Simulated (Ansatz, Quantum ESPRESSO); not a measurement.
# C, zinc blende or diamond type, strained in the (001) plane: the gap on the mesh at a withheld member of a series

**Set-up.** Quantum ESPRESSO 7.5, PBE, GBRV ultrasoft. The cubic cell is relaxed first; each member is held at its strain in the plane while the axis along [001] relaxes. pwcond (ikind = 0) gives the complex bands along [001] at three points across. Fixed occupations. The series steps biaxial strain in the plane.

```
biaxial strain in the plane  gap on the mesh (eV)
                       -4 %                 3.650
                       -3 %                 3.790
                       -2 %                 3.926
                        0 %                 4.142
                        1 %                 3.791
                        2 %                 3.456
                        3 %                 3.135
                        4 %                 2.828
```

One more run was made and is withheld. What is the gap on the mesh at −1 %?

By hand: The rows at -2 % and 0 % give a slope of (4.142 − (3.926))/(0 − (−2)) = 0.108, so a straight line gives 4.034 eV. A parabola through these and the row at -3 % gives 4.043 eV.

What the calculation gave: 4.055 eV. The line misses by −0.021 and the parabola by −0.012 eV.

**Limits.** Atoms keep their symmetric sites, so polar or tilted distortions are left out; semilocal gaps and decay constants are too small; no spin-orbit coupling; three points across.

[Logs are printed without paths, hosts, clocks, repeated set-up lines and the standing remarks that a program may print on its own settings, such as how far it seeks lower states.]
